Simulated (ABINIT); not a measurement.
# Converging GW for MoS2 (P6_3/mmc) in ABINIT, part 2 of 2

What does each rung of G0W0 on MoS2 (P6_3/mmc) cost, and what does it buy?

ABINIT 10.8.3; PBE and many-body steps on it, plane waves. Known limits of the many-body steps: not at the basis limit; no spin-orbit coupling; coarse k mesh.

So far. Step 3 (Screening, 3×3×1 mesh, 144 bands, screening to 127.6 eV): Local fields lower ε∞ by 11 %. On a Γ-centred mesh this coarse the value itself is usually too large, while a short band sum pulls it down. Step 4 (144 bands, 127.6 eV): The gap on the mesh goes from 1.05 eV to 1.73 eV, a correction of +0.67 eV.

The database entry behind the starting cell differs from later determinations by our own check (about 0.3 % long), so it need not match the best structure at ambient conditions.

## 6. 206 bands, 169 eV

This step: G0W0 on PBE, plane waves, norm-conserving pseudopotentials.

run.abi reads:

```
acell 3*1.0 Angstrom
rprim 
  3.169000000004 -0.000000000001 0.000000000000
  -1.584500000001 2.744434504597 0.000000000000
  0.000000000000 0.000000000000 12.324000000000
ntypat 2
znucl 42 16
natom 6
typat 1 1 2 2 2 2
xred 
  0.333333333333 0.666666666667 0.250000000000
  0.666666666667 0.333333333333 0.750000000000
  0.333333333333 0.666666666667 0.623000000000
  0.666666666667 0.333333333333 0.123000000000
  0.333333333333 0.666666666667 0.877000000000
  0.666666666667 0.333333333333 0.377000000000
pp_dirpath "pseudos"
pseudos "Mo.upf, S.upf"
ecut 36
ngkpt 3 3 1
nshiftk 1
shiftk 0 0 0
kptopt 1
chksymbreak 0
istwfk *1
occopt 1
irdwfk 1
optdriver 4
nband 206
gwcalctyp 0
ecutsigx 36
symsigma 1
nkptgw 2
kptgw 
  0.0000000000 0.0000000000 0.0000000000
  0.3333333333 0.3333333333 0.0000000000
bdgw 
  25 28
  25 28
ecuteps 6.21
irdscr 1
ppmodel 1
indata_prefix "in"
outdata_prefix "out"
tmpdata_prefix "tmp"
```

Command:

```console
OMP_NUM_THREADS=1 mpirun -n 4 abinit run.abi > log
```

Numbers of over 12 decimals in the logs are rounded to 6 here.

Output:

```text
.Version 10.8.3 of ABINIT. v10.8.2 released Aug 2026.

 Symmetries : space group P6_3/m m c (#194); Bravais hP (primitive hexag.)
[... echo of the input left out ...]
== DATASET  1 ==================================================================
-   mpi_nproc: 4, omp_nthreads: 1 (-1 if OMP is not activated)

--- !DatasetInfo
iteration_state: {dtset: 1, }
dimensions: {natom: 6, nkpt: 3, mband: 206, nsppol: 1, nspinor: 1, nspden: 1, mpw: 7476, }
cutoff_energies: {ecut:  36.0, pawecutdg:  -1.0, }
electrons: {nelect:   5.20000000E+01, charge:   0.00000000E+00, occopt:   1.00000000E+00, tsmear:   1.00000000E-02, }

 SIGMA: Calculation of the GW corrections

 Based on a program developped by R.W. Godby, V. Olevano, G. Onida, and L. Reining.
 Incorporated in ABINIT by V. Olevano, G.-M. Rignanese, and M. Torrent.
.Using double precision arithmetic ; gwpc =  8

[... cell and pseudopotentials left out ...]
--------------------------------------------------------------------------------

 ==== K-mesh for the wavefunctions ====
 Number of points in the irreducible wedge :     3
[... list of points left out ...]
 Together with 24 symmetry operations and time-reversal symmetry
 yields     9 points in the full Brillouin Zone.

 ==== Q-mesh for screening function ====
 Number of points in the irreducible wedge :     3
[... list of points left out ...]
 Together with 24 symmetry operations and time-reversal symmetry
 yields     9 points in the full Brillouin Zone.

 vcoul_init : cutoff-mode = AUXILIARY_FUNCTION
 q-points for optical limit:   1
     1)      0.000010    0.000020    0.000030
 setmesh: FFT mesh size selected  =    32x   32x  128
          total number of points  =       131072

 Number of electrons calculated from density =   52.0000; Expected =   52.0000
[...]
number of omega for Sigma on real axis              0
 max omega for Sigma on real axis  [eV]           0.00
 zcut for avoiding poles [eV]                     0.10

 EPSILON^-1 parameters (SCR file):
 dimension of the eps^-1 matrix on file            549
 dimension of the eps^-1 matrix used               549
 number of plane-waves for wavefunctions          7437
 number of bands                                   206
 number of q-points in IBZ                           3
 number of frequencies                               2
 number of real frequencies                          1
 number of imag frequencies                          1

 matrix elements of self-energy operator (all in [eV])

 Perturbative Calculation

--- !SelfEnergy_ee
iteration_state: {dtset: 1, }
kpoint     : [   0.000,    0.000,    0.000, ]
spin       : 1
KS_gap     :    2.100
QP_gap     :    2.566
Delta_QP_KS:    0.467
data: !SigmaeeData |
     Band     E0 <VxcDFT>   SigX SigC(E0)      Z dSigC/dE  Sig(E)    E-E0       E
       25   7.290 -15.395 -16.765   1.324   0.772  -0.295 -15.431  -0.035   7.255
       26   8.434 -16.370 -17.413   1.070   0.769  -0.301 -16.350   0.020   8.455
       27  10.534 -15.683 -10.950  -4.103   0.773  -0.293 -15.196   0.487  11.021
[...]
--- !SelfEnergy_ee
iteration_state: {dtset: 1, }
kpoint     : [   0.333,    0.333,    0.000, ]
spin       : 1
KS_gap     :    1.654
QP_gap     :    2.280
Delta_QP_KS:    0.627
data: !SigmaeeData |
     Band     E0 <VxcDFT>   SigX SigC(E0)      Z dSigC/dE  Sig(E)    E-E0       E
[...]
27   9.486 -17.601 -12.714  -3.991   0.767  -0.304 -16.913   0.688  10.174
       28   9.486 -17.601 -12.714  -3.991   0.767  -0.304 -16.913   0.688  10.174

== END DATASET(S) ==============================================================
================================================================================

 -outvars: echo values of variables after computation  --------
           etotal      0.0000000000E+00
            nband         206
             nkpt           3
          spgroup         194
 [... the other variables as echoed above ...]

 Calculation completed.
```

Run time: 21 s. Hardware: 4 MPI ranks of Arm Neoverse V2, shared host; peak memory 1.1 GiB; 82 s of CPU time.

This step gave:

```
G0W0 gap on the points computed              : 1.719 eV
starting gap on the mesh                     : 1.052 eV
k of the valence top                         : 0, 0, 0
k of the conduction bottom                   : 0.3333, 0.3333, 0
Z at the valence top                         : 0.769
Z at the conduction bottom                   : 0.767
least direct G0W0 gap on the computed points : 2.280 eV
```

Against G0W0 in ABINIT (3×3×1 mesh, 144 bands, screening to 127.6 eV, Godby-Needs plasmon pole), the gap moves by −0.006 eV.

## 7. Screening, 3×3×1 mesh, 303 bands, screening to 225.3 eV

This step: RPA screening on PBE, plane waves, norm-conserving pseudopotentials.

run.abi, as its differences from that of step 6:

```diff
@@ -27,17 +27,8 @@
 irdwfk 1
-optdriver 4
-nband 206
-gwcalctyp 0
-ecutsigx 36
-symsigma 1
-nkptgw 2
-kptgw 
-  0.0000000000 0.0000000000 0.0000000000
-  0.3333333333 0.3333333333 0.0000000000
-bdgw 
-  25 28
-  25 28
-ecuteps 6.21
-irdscr 1
-ppmodel 1
+optdriver 3
+nband 303
+ecuteps 8.28
+inclvkb 2
+awtr 1
+symchi 1
 indata_prefix "in"
```

Output:

```text
.Version 10.8.3 of ABINIT. v10.8.2 released Aug 2026.

 Symmetries : space group P6_3/m m c (#194); Bravais hP (primitive hexag.)
[... echo of the input left out ...]
== DATASET  1 ==================================================================
-   mpi_nproc: 4, omp_nthreads: 1 (-1 if OMP is not activated)

--- !DatasetInfo
iteration_state: {dtset: 1, }
dimensions: {natom: 6, nkpt: 3, mband: 303, nsppol: 1, nspinor: 1, nspden: 1, mpw: 7476, }
cutoff_energies: {ecut:  36.0, pawecutdg:  -1.0, }
[...]
--------------------------------------------------------------------------------
[... chi0 elements left out ...]
 For q-point:  0.000010 0.000020 0.000030
  dielectric constant =  17.1378
  dielectric constant without local fields =  19.5485

  Average fulfillment of the sum rule on Im[epsilon] for q-point    1 :     85.78  [%]
[... wings left out ...]
  q-point number  2        q = ( 0.333333, 0.000000, 0.000000) [r.l.u.]
--------------------------------------------------------------------------------
[... chi0 elements left out ...]
  Average fulfillment of the sum rule on Im[epsilon] for q-point    2 :     84.11  [%]

 [... 1 further q-points ...]
```

Wall time 81 s (4 MPI ranks); peak memory 1.7 GiB.

This step gave:

- ε∞ with local fields, on this mesh, along the program's q direction: 17.14
- the same without local fields: 19.55
- plasma frequency: 25.86 eV
- plane waves in the screening matrix: 811

## 8. 303 bands, 225.3 eV

This step: G0W0 on PBE, plane waves, norm-conserving pseudopotentials.

run.abi, as its differences from that of step 7:

```diff
@@ -27,8 +27,17 @@
 irdwfk 1
-optdriver 3
+optdriver 4
 nband 303
+gwcalctyp 0
+ecutsigx 36
+symsigma 1
+nkptgw 2
+kptgw 
+  0.0000000000 0.0000000000 0.0000000000
+  0.3333333333 0.3333333333 0.0000000000
+bdgw 
+  25 28
+  25 28
 ecuteps 8.28
-inclvkb 2
-awtr 1
-symchi 1
+irdscr 1
+ppmodel 1
 indata_prefix "in"
```

Output:

```text
.Version 10.8.3 of ABINIT. v10.8.2 released Aug 2026.

 Symmetries : space group P6_3/m m c (#194); Bravais hP (primitive hexag.)
[... echo of the input left out ...]
== DATASET  1 ==================================================================
-   mpi_nproc: 4, omp_nthreads: 1 (-1 if OMP is not activated)

--- !DatasetInfo
iteration_state: {dtset: 1, }
dimensions: {natom: 6, nkpt: 3, mband: 303, nsppol: 1, nspinor: 1, nspden: 1, mpw: 7476, }
cutoff_energies: {ecut:  36.0, pawecutdg:  -1.0, }
[...]
Band     E0 <VxcDFT>   SigX SigC(E0)      Z dSigC/dE  Sig(E)    E-E0       E
[...]
27   9.486 -17.601 -12.714  -4.214   0.765  -0.308 -17.086   0.515  10.001
       28   9.486 -17.601 -12.714  -4.214   0.765  -0.308 -17.086   0.515  10.001

== END DATASET(S) ==============================================================
================================================================================

 -outvars: echo values of variables after computation  --------
           etotal      0.0000000000E+00
            nband         303
             nkpt           3
          spgroup         194
 [... the other variables as echoed above ...]

 Calculation completed.
```

It took 58 s on 4 MPI ranks; peak memory 1.8 GiB; 3.9 min of CPU time.

This step gave:

* G0W0 gap on the points computed: 1.708 eV
* starting gap on the mesh: 1.052 eV
* k of the valence top: 0, 0, 0
* k of the conduction bottom: 0.3333, 0.3333, 0
* least direct G0W0 gap on the computed points: 2.269 eV

Against G0W0 in ABINIT (3×3×1 mesh, 206 bands, screening to 169 eV, Godby-Needs plasmon pole), the gap moves by −0.011 eV.

## 9. Screening, 3×3×1 mesh, 437 bands, screening to 292.8 eV

This step: RPA screening on PBE, plane waves, norm-conserving pseudopotentials.

run.abi, as its differences from that of step 8:

```diff
@@ -27,17 +27,8 @@
 irdwfk 1
-optdriver 4
-nband 303
-gwcalctyp 0
-ecutsigx 36
-symsigma 1
-nkptgw 2
-kptgw 
-  0.0000000000 0.0000000000 0.0000000000
-  0.3333333333 0.3333333333 0.0000000000
-bdgw 
-  25 28
-  25 28
-ecuteps 8.28
-irdscr 1
-ppmodel 1
+optdriver 3
+nband 437
+ecuteps 10.76
+inclvkb 2
+awtr 1
+symchi 1
 indata_prefix "in"
```

Output:

```text
.Version 10.8.3 of ABINIT. v10.8.2 released Aug 2026.

 Symmetries : space group P6_3/m m c (#194); Bravais hP (primitive hexag.)
[... echo of the input left out ...]
== DATASET  1 ==================================================================
-   mpi_nproc: 4, omp_nthreads: 1 (-1 if OMP is not activated)

--- !DatasetInfo
iteration_state: {dtset: 1, }
dimensions: {natom: 6, nkpt: 3, mband: 437, nsppol: 1, nspinor: 1, nspden: 1, mpw: 7476, }
cutoff_energies: {ecut:  36.0, pawecutdg:  -1.0, }
[...]
--------------------------------------------------------------------------------
[... chi0 elements left out ...]
 For q-point:  0.000010 0.000020 0.000030
  dielectric constant =  17.0842
  dielectric constant without local fields =  19.5490

  Average fulfillment of the sum rule on Im[epsilon] for q-point    1 :     89.01  [%]
[... wings left out ...]
  q-point number  2        q = ( 0.333333, 0.000000, 0.000000) [r.l.u.]
--------------------------------------------------------------------------------
[... chi0 elements left out ...]
  Average fulfillment of the sum rule on Im[epsilon] for q-point    2 :     87.98  [%]

 [... 1 further q-points ...]
```

Run time: 3 min. Hardware: 4 MPI ranks; peak memory 2.2 GiB; 12 min of CPU time.

This step gave:

```yaml
eps_infinity_with_local_fields_on_this_mesh_along_the_program_s_q_direction: 17.08
the_same_without_local_fields: 19.55
plasma_frequency: 25.86 eV
plane_waves_in_the_screening_matrix: 1241
```

## 10. 437 bands, 292.8 eV

This step: G0W0 on PBE, plane waves, norm-conserving pseudopotentials.

run.abi, as its differences from that of step 9:

```diff
@@ -27,8 +27,17 @@
 irdwfk 1
-optdriver 3
+optdriver 4
 nband 437
+gwcalctyp 0
+ecutsigx 36
+symsigma 1
+nkptgw 2
+kptgw 
+  0.0000000000 0.0000000000 0.0000000000
+  0.3333333333 0.3333333333 0.0000000000
+bdgw 
+  25 28
+  25 28
 ecuteps 10.76
-inclvkb 2
-awtr 1
-symchi 1
+irdscr 1
+ppmodel 1
 indata_prefix "in"
```

Output:

```text
.Version 10.8.3 of ABINIT. v10.8.2 released Aug 2026.

 Symmetries : space group P6_3/m m c (#194); Bravais hP (primitive hexag.)
[... echo of the input left out ...]
== DATASET  1 ==================================================================
-   mpi_nproc: 4, omp_nthreads: 1 (-1 if OMP is not activated)

--- !DatasetInfo
iteration_state: {dtset: 1, }
dimensions: {natom: 6, nkpt: 3, mband: 437, nsppol: 1, nspinor: 1, nspden: 1, mpw: 7476, }
cutoff_energies: {ecut:  36.0, pawecutdg:  -1.0, }
[...]
Band     E0 <VxcDFT>   SigX SigC(E0)      Z dSigC/dE  Sig(E)    E-E0       E
[...]
27   9.486 -17.601 -12.714  -4.389   0.763  -0.310 -17.221   0.380   9.866
       28   9.486 -17.601 -12.714  -4.389   0.763  -0.310 -17.221   0.380   9.866

== END DATASET(S) ==============================================================
================================================================================

 -outvars: echo values of variables after computation  --------
           etotal      0.0000000000E+00
            nband         437
             nkpt           3
          spgroup         194
 [... the other variables as echoed above ...]

 Calculation completed.
```

Run time: 3 min. Hardware: 4 MPI ranks; peak memory 3.1 GiB; 12 min of CPU time.

This step gave:

- G0W0 gap on the points computed: 1.697 eV
- starting gap on the mesh: 1.052 eV
- k of the valence top: 0, 0, 0
- k of the conduction bottom: 0.3333, 0.3333, 0
- least direct G0W0 gap on the computed points: 2.256 eV

Against G0W0 in ABINIT (3×3×1 mesh, 303 bands, screening to 225.3 eV, Godby-Needs plasmon pole), the gap moves by −0.011 eV.

## 11. Screening, 3×3×1 mesh, 623 bands, screening to 375.5 eV

This step: RPA screening on PBE, plane waves, norm-conserving pseudopotentials.

run.abi, as its differences from that of step 10:

```diff
@@ -27,17 +27,8 @@
 irdwfk 1
-optdriver 4
-nband 437
-gwcalctyp 0
-ecutsigx 36
-symsigma 1
-nkptgw 2
-kptgw 
-  0.0000000000 0.0000000000 0.0000000000
-  0.3333333333 0.3333333333 0.0000000000
-bdgw 
-  25 28
-  25 28
-ecuteps 10.76
-irdscr 1
-ppmodel 1
+optdriver 3
+nband 623
+ecuteps 13.8
+inclvkb 2
+awtr 1
+symchi 1
 indata_prefix "in"
```

Output:

```text
.Version 10.8.3 of ABINIT. v10.8.2 released Aug 2026.

 Symmetries : space group P6_3/m m c (#194); Bravais hP (primitive hexag.)
[... echo of the input left out ...]
== DATASET  1 ==================================================================
-   mpi_nproc: 4, omp_nthreads: 1 (-1 if OMP is not activated)

--- !DatasetInfo
iteration_state: {dtset: 1, }
dimensions: {natom: 6, nkpt: 3, mband: 623, nsppol: 1, nspinor: 1, nspden: 1, mpw: 7476, }
cutoff_energies: {ecut:  36.0, pawecutdg:  -1.0, }
[...]
--------------------------------------------------------------------------------
[... chi0 elements left out ...]
 For q-point:  0.000010 0.000020 0.000030
  dielectric constant =  17.0637
  dielectric constant without local fields =  19.5493

  Average fulfillment of the sum rule on Im[epsilon] for q-point    1 :     91.43  [%]
[... wings left out ...]
  q-point number  2        q = ( 0.333333, 0.000000, 0.000000) [r.l.u.]
--------------------------------------------------------------------------------
[... chi0 elements left out ...]
  Average fulfillment of the sum rule on Im[epsilon] for q-point    2 :     90.79  [%]

 [... 1 further q-points ...]
```

The job ended after 6.9 min (4 MPI ranks; peak memory 3.1 GiB; 28 min of CPU time).

This step gave:

```
ε∞ with local fields, on this mesh, along the program's q direction : 17.06
the same without local fields                                       : 19.55
plasma frequency                                                    : 25.86 eV
plane waves in the screening matrix                                 : 1707
```

## 12. 623 bands, 375.5 eV

This step: G0W0 on PBE, plane waves, norm-conserving pseudopotentials.

run.abi, as its differences from that of step 11:

```diff
@@ -27,8 +27,17 @@
 irdwfk 1
-optdriver 3
+optdriver 4
 nband 623
+gwcalctyp 0
+ecutsigx 36
+symsigma 1
+nkptgw 2
+kptgw 
+  0.0000000000 0.0000000000 0.0000000000
+  0.3333333333 0.3333333333 0.0000000000
+bdgw 
+  25 28
+  25 28
 ecuteps 13.8
-inclvkb 2
-awtr 1
-symchi 1
+irdscr 1
+ppmodel 1
 indata_prefix "in"
```

Output:

```text
.Version 10.8.3 of ABINIT. v10.8.2 released Aug 2026.

 Symmetries : space group P6_3/m m c (#194); Bravais hP (primitive hexag.)
[... echo of the input left out ...]
== DATASET  1 ==================================================================
-   mpi_nproc: 4, omp_nthreads: 1 (-1 if OMP is not activated)

--- !DatasetInfo
iteration_state: {dtset: 1, }
dimensions: {natom: 6, nkpt: 3, mband: 623, nsppol: 1, nspinor: 1, nspden: 1, mpw: 7476, }
cutoff_energies: {ecut:  36.0, pawecutdg:  -1.0, }
[...]
Band     E0 <VxcDFT>   SigX SigC(E0)      Z dSigC/dE  Sig(E)    E-E0       E
[...]
27   9.486 -17.601 -12.714  -4.520   0.762  -0.312 -17.321   0.280   9.766
       28   9.486 -17.601 -12.714  -4.520   0.762  -0.312 -17.321   0.280   9.766

== END DATASET(S) ==============================================================
================================================================================

 -outvars: echo values of variables after computation  --------
           etotal      0.0000000000E+00
            nband         623
             nkpt           3
          spgroup         194
 [... the other variables as echoed above ...]

 Calculation completed.
```

Run time: 7.9 min. Hardware: 4 MPI ranks; peak memory 4.8 GiB; 31 min of CPU time.

This step gave:

* G0W0 gap on the points computed: 1.684 eV
* starting gap on the mesh: 1.052 eV
* k of the valence top: 0, 0, 0
* k of the conduction bottom: 0.3333, 0.3333, 0
* least direct G0W0 gap on the computed points: 2.244 eV

Against G0W0 in ABINIT (3×3×1 mesh, 437 bands, screening to 292.8 eV, Godby-Needs plasmon pole), the gap moves by −0.013 eV.

## 13. The runs together

Times are wall times on 4 MPI ranks of Arm Neoverse V2, shared host, good to a factor of about two. A run's time includes the screening step that it read.

```
                run   mesh  bands  screening cutoff (eV)  DFT gap (eV)  gap on the mesh (eV)  direct (eV)  ε∞ used     time
144 bands, 127.6 eV  3×3×1    144                  127.6         1.052                 1.725        2.301    17.31     32 s
  206 bands, 169 eV  3×3×1    206                    169         1.052                 1.719        2.280    17.22     61 s
303 bands, 225.3 eV  3×3×1    303                  225.3         1.052                 1.708        2.269    17.14  2.3 min
437 bands, 292.8 eV  3×3×1    437                  292.8         1.052                 1.697        2.256    17.08  5.9 min
623 bands, 375.5 eV  3×3×1    623                  375.5         1.052                 1.684        2.244    17.06   15 min
```

## 14. What came out

```json
{
 "144 bands, 127.6 eV": "1.725 eV",
 "206 bands, 169 eV": "1.719 eV",
 "303 bands, 225.3 eV": "1.708 eV",
 "437 bands, 292.8 eV": "1.697 eV",
 "623 bands, 375.5 eV": "1.684 eV",
 "known limits": "not at the basis limit; no spin-orbit coupling; coarse k mesh"
}
```

What this shows: From the first rung to the last the gap moves by −0.04 eV for 28 times the time. In the G0W0 runs levels were corrected at 2 k points alone, so a gap called «on the mesh» is the least over those, and an edge elsewhere would be missed. A denser mesh or path gives a starting gap of 0.89 eV: the GW mesh misses a band edge, so its gaps are not the fundamental one. The 3×3×1 mesh is coarse for this cell, which bears on the long-range parts of exchange and screening. The many-body steps are scalar-relativistic: spin-orbit coupling is not in them.

[Paths, hosts, dates, memory and timing lines, banners, echoed tables and standing remarks are left out of the program output.]

[Logs are printed without paths, hosts, clocks, repeated set-up lines and the standing remarks that a program may print on its own settings, such as how far it seeks lower states.]

[Runs of the session that timed out or met a known fault of the program may be left out.]

[Hosts, paths, dates, database ids (printed as entryN), source tags and the programs' standing remarks are cut or masked in the printed files.]

[G0W0 gaps are taken among the corrected bands and points alone; a level outside them can change the order at an edge.]

[Where Ansatz stands beside ABINIT at settings called matched, ABINIT's density can come from a denser mesh and the files from another edition; pairs whose starting gaps differed by over 0.03 eV were left out, so agreement reads better than it is.]
